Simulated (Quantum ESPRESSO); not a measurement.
# Dipole at the next field: 1T-SrClBr, 1 layer

Method. Quantum ESPRESSO 7.5, LDA, GBRV ultrasoft; sawtooth field along the normal with dipole correction, ions clamped, threshold 1e-9 Ry; cell area 17.665 Å².

| field (V/Å) | dipole (e Å a cell) |
| --- | --- |
| 0 | 0.03895 |
| 0.1 | 0.07593 |
| 0.2 | 0.11286 |

**Question.** What is the dipole at −0.2 V/Å, and what electrostatic thickness 4πα/A follows from the rows?

**Worked estimate.** The slope is (0.11286 − (0.03895))/0.2 = 0.3695 e Å²/V, so 4πα/A = 180.95 × 0.3695/17.665 = 3.79 Å. Linear response gives p = 0.03895 + 0.3695 × (−0.2) = −0.03496 e Å; a parabola through the three rows gives −0.03516.

**The withheld run.** p = −0.03491 e Å. The line misses by 0.1 % of the induced dipole and the parabola by 0.3 %. The response is linear over this range.

**Limits.** Electrons alone respond; local and semilocal functionals tend to overscreen.
